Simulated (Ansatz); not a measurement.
# WS2 (Tungstenite): the gap up the ladder of methods, part 2 of 2

What gap does each level of theory give for WS2 (Tungstenite), and in what time?

Ansatz 0.2.0; density functionals, hybrids and G0W0, plane waves, PAW. Known limits of the many-body steps: finite bands, screening cutoff and k mesh; no spin-orbit coupling in G0W0.

So far. Step 9 (G0W0@PBE, 6×6×2 mesh, 703 empty bands, screening to 200 …): Over 10 of 14 irreducible mesh points the G0W0 gap is 1.460 eV, from k = Γ to k = (0.167, 0.167, 0.000). The PBE gap of this run on the mesh is 1.047 eV. The two states that bound the G0W0 gap lie that far apart at the start, so the correction of the gap is 1.460 − 1.047 = +0.413 eV.

The database entry behind the starting cell differs from later determinations by our own check (an axis about 1.4 % long against later determinations), so it need not match the best structure at ambient conditions.

In doubt: masses and optical values from hybrid runs of this build are listed as unsure (step 10), which bears on the screening that GW takes from such a start.

**11. G0W0@r2SCAN, 6×6×2 mesh, 703 empty bands, screening to 200 eV**

This step: G0W0 on r2SCAN, plane waves, PAW.

input.yaml

```yaml
crystal:
  lattice:
    - [3.18, 0.0, 0.0]
    - [-1.59, 2.753960784, 0.0]
    - [0.0, 0.0, 12.5]
  atoms:
    - { symbol: W, position: [0.3333333333, 0.6666666667, 0.25] }
    - { symbol: W, position: [0.6666666667, 0.3333333333, 0.75] }
    - { symbol: S, position: [0.3333333333, 0.6666666667, 0.625] }
    - { symbol: S, position: [0.6666666667, 0.3333333333, 0.125] }
    - { symbol: S, position: [0.3333333333, 0.6666666667, 0.875] }
    - { symbol: S, position: [0.6666666667, 0.3333333333, 0.375] }
kpoints:
  mp_grid: { grid: [6, 6, 2] }
hamiltonian:
  xc: r2scan
scf:
  occupations: { method: fixed }
gw:
  n_empty_bands: 703
  ecut_chi: 200.0
  qp_bands: [v2, c2]
  qp_kpoints: band_edges
  screening: { model: contour_deformation }
```

The run is started by

```bash
> ansatz run input.yaml --threads 3 --pin off --max-ram 64512MiB --backend cuda --events-out ev --progress --plain --runs-dir out --devices 1 --max-vram 24GiB  # rebuilt from the run's record
```

Elapsed: 28 s, on 1 × NVIDIA H100 80GB HBM3 (shared by 3 runs) with 3 threads of AMD EPYC 7R13 (Zen 3), shared host; peak memory 2.9 GiB; 50 s of CPU time.

Numbers from this step:

| Quantity | Value |
| --- | --- |
| bands summed | 729 |
| RPA ε∞ on this mesh (eigenvalues) | 5.061, 12.89, 12.89 |
| plane waves in the screening matrix | 713 |
| G0W0 gap over the corrected points | 1.530 eV |
| k of the valence top | 0, 0, 0 |
| k of the conduction bottom | 0.1667, 0.1667, 0 |
| starting gap on the mesh | 1.155 eV |
| Z at the valence top | 0.7588 |
| Z at the conduction bottom | 0.7698 |
| least direct G0W0 gap over the corrected points | 2.287 eV |

Over 10 of 14 irreducible mesh points the G0W0 gap is 1.530 eV, from k = Γ to k = (0.167, 0.167, 0.000). The r2SCAN gap of this run on the mesh is 1.155 eV. The two states that bound the G0W0 gap lie that far apart at the start, so the correction of the gap is 1.530 − 1.155 = +0.375 eV. G0W0@r2SCAN against G0W0@HSE06 with 729 bands: 1.530 − 1.669 = −0.139 eV. The runs also differ in plane-wave cutoff (420 eV and 500 eV), so how much of this comes from the start alone is not known.

**12. The ladder**

Each gap is the least one over the points named; times are wall times on shared hosts, not benchmarks. A G0W0 time includes the run's own self-consistent start. Runs with listed points see these and the mesh alone, so an edge that moves elsewhere is missed. Rows marked * are further runs, not shown as steps, whose inputs differ from the G0W0 step on the same start in the columns given; solver thresholds can differ too.

| level | mesh | files, cutoff | bands summed, screening | points | gap (eV) | valence top | conduction bottom | least direct gap (eV) | time |
| --- | --- | --- | --- | --- | --- | --- | --- | --- | --- |
| LDA | 12×12×2 | soft_2 PAW, 420 eV | - | mesh and listed points | 0.970 | Γ | (0.167, 0.167, 0.000) | 1.716 | 4.3 s |
| PBE | 12×12×2 | soft_2 PAW, 420 eV | - | mesh and path | 1.046 | Γ | (0.167, 0.167, 0.000) | 1.739 | 4.4 s |
| PBE+SOC | 12×12×2 | soft_2 PAW, 420 eV | - | mesh and listed points | 0.996 | Γ | (0.167, 0.167, 0.000) | 1.545 | 5.5 s |
| r2SCAN | 12×12×2 | soft_2 PAW, 500 eV | - | mesh and listed points | 1.154 | Γ | (0.167, 0.167, 0.000) | 1.862 | 13 s |
| HSE06 | 6×6×2 | soft_2 PAW, 420 eV | - | mesh and listed points | 1.578 | Γ | (0.167, 0.167, 0.000) | 2.218 | 56 s |
| PBE0 | 6×6×2 | soft_2 PAW, 420 eV | - | mesh and listed points | 2.236 | Γ | (0.167, 0.167, 0.000) | 2.872 | 21 s |
| DDH-PBE0 | 6×6×2 | soft_2 PAW, 420 eV | - | mesh and listed points | 1.465 | Γ | (0.167, 0.167, 0.000) | 2.146 | 86 s |
| G0W0@PBE* | 6×6×2 | soft_2 PAW, 420 eV | 274, 100 eV | 10 of 14 irreducible mesh points | 1.408 | Γ | (0.167, 0.167, 0.000) | 2.214 | 10 s |
| G0W0@PBE | 6×6×2 | soft_2 PAW, 420 eV | 729, 200 eV | 10 of 14 irreducible mesh points | 1.460 | Γ | (0.167, 0.167, 0.000) | 2.212 | 40 s |
| G0W0@HSE06 | 6×6×2 | soft_2 PAW, 420 eV | 729, 200 eV | 10 of 14 irreducible mesh points | 1.669 | Γ | (0.167, 0.167, 0.000) | 2.382 | 2.1 min |
| G0W0@r2SCAN | 6×6×2 | soft_2 PAW, 500 eV | 729, 200 eV | 10 of 14 irreducible mesh points | 1.530 | Γ | (0.167, 0.167, 0.000) | 2.287 | 28 s |

**13. Outcome**

```
LDA, over mesh and listed points                                   : 0.970 eV
PBE, over mesh and path                                            : 1.046 eV
PBE+SOC, over mesh and listed points                               : 0.996 eV
r2SCAN, over mesh and listed points                                : 1.154 eV
HSE06, over mesh and listed points                                 : 1.578 eV
PBE0, over mesh and listed points                                  : 2.236 eV
DDH-PBE0, over mesh and listed points                              : 1.465 eV
G0W0@PBE (729 bands, 6×6×2), over 10 of 14 irreducible mesh points : 1.460 eV
G0W0@HSE06, over 10 of 14 irreducible mesh points                  : 1.669 eV
G0W0@r2SCAN, over 10 of 14 irreducible mesh points                 : 1.530 eV
known limits                                                       : finite bands, screening cutoff and k mesh; no spin-orbit coupling in G0W0
```

The rows run from 0.970 eV (LDA) to 2.236 eV (PBE0). They differ in mesh, plane-wave cutoff, bands and screening cutoff of G0W0 and the points over which the gap was sought as well as in level, so only pairs that share these are like for like. PBE against LDA: 1.046 − 0.970 = +0.076 eV, with the same mesh, files and cutoff, and both edges at the same k points. PBE+SOC against PBE: 0.996 − 1.046 = −0.050 eV, with the same mesh, set of files (read in its fully relativistic form for the spin-orbit run) and cutoff, and both edges at the same k points. The spin-orbit run sees mesh and listed points alone, so its gap is an upper bound: the coupling can move an edge off these points, and the change over the zone, its sign included where it is small, is not known. PBE0 against HSE06: 2.236 − 1.578 = +0.658 eV, with the same mesh, files and cutoff, and both edges at the same k points. DDH-PBE0 against PBE0: 1.465 − 2.236 = −0.771 eV, with the same mesh, files and cutoff, and both edges at the same k points. G0W0@HSE06 against G0W0@PBE with 729 bands: 1.669 − 1.460 = +0.209 eV, with the same mesh, files and cutoffs, and both edges at the same k points. The dielectric-dependent hybrid took 0.090 of exact exchange, against 0.25 in PBE0. G0W0@PBE (729 bands, 6×6×2) moves the gap of its own start on the mesh by 1.460 − 1.047 = +0.413 eV, between the same two levels. Both edges that PBE shows over mesh and path lie at k points where levels were corrected. Levels at other points were not corrected, so a lower G0W0 gap elsewhere in the zone is not ruled out. G0W0@HSE06 moves the gap of its own start on the mesh by 1.669 − 1.578 = +0.091 eV, between the same two levels. Both edges that HSE06 shows over mesh and listed points lie at k points where levels were corrected. Levels at other points were not corrected, so a lower G0W0 gap elsewhere in the zone is not ruled out. G0W0@r2SCAN moves the gap of its own start on the mesh by 1.530 − 1.155 = +0.375 eV, between the same two levels. Both edges that r2SCAN shows over mesh and listed points lie at k points where levels were corrected. Levels at other points were not corrected, so a lower G0W0 gap elsewhere in the zone is not ruled out. What spin-orbit coupling does to the G0W0 levels was not computed, so no sum with the G0W0 gap is formed. For G0W0@PBE: from 274 bands and 100 eV to 729 bands and 200 eV the gap moves by 1.460 − 1.408 = +0.052 eV; bands and screening cutoff rise together, so their parts are not told apart. Two runs can't test a law of convergence, so the limit is not known. The other G0W0 rows are shown at one basis each (729 bands), so their distance from the limit is not known here. The G0W0 runs are scalar-relativistic. No pair of G0W0 runs that differ in the mesh alone is shown (6×6×2 is a supercell whose nearest images lie 19 Å apart), so the error from the mesh is not known here. G0W0 is shown with one set of atomic data (soft_2 PAW), so the error from the files is not known here.

[Paths, hosts, dates, memory and timing lines, banners, echoed tables and standing remarks are left out of the program output.]

[Logs are printed without paths, hosts, clocks, repeated set-up lines and the standing remarks that a program may print on its own settings, such as how far it seeks lower states.]

[Runs of the session that timed out or met a known fault of the program may be left out.]

[Cells called generated may have been cut or substituted from an entry of the Crystallography Open Database or the Materials Project.]

[Hosts, paths, dates, database ids (printed as entryN), source tags and the programs' standing remarks are cut or masked in the printed files.]

[Where an RPA ε∞ is given, it is that of the G0W0 mesh and is not shown converged in it. Names of k-points follow the symmetry that the program found, which can be lower than the space group named. Band edges on a path are those of the sampled points; other points can move an edge, and change direct to indirect where valleys lie close.]

[Hybrid gaps are those of their k-mesh and are not shown converged in it.]
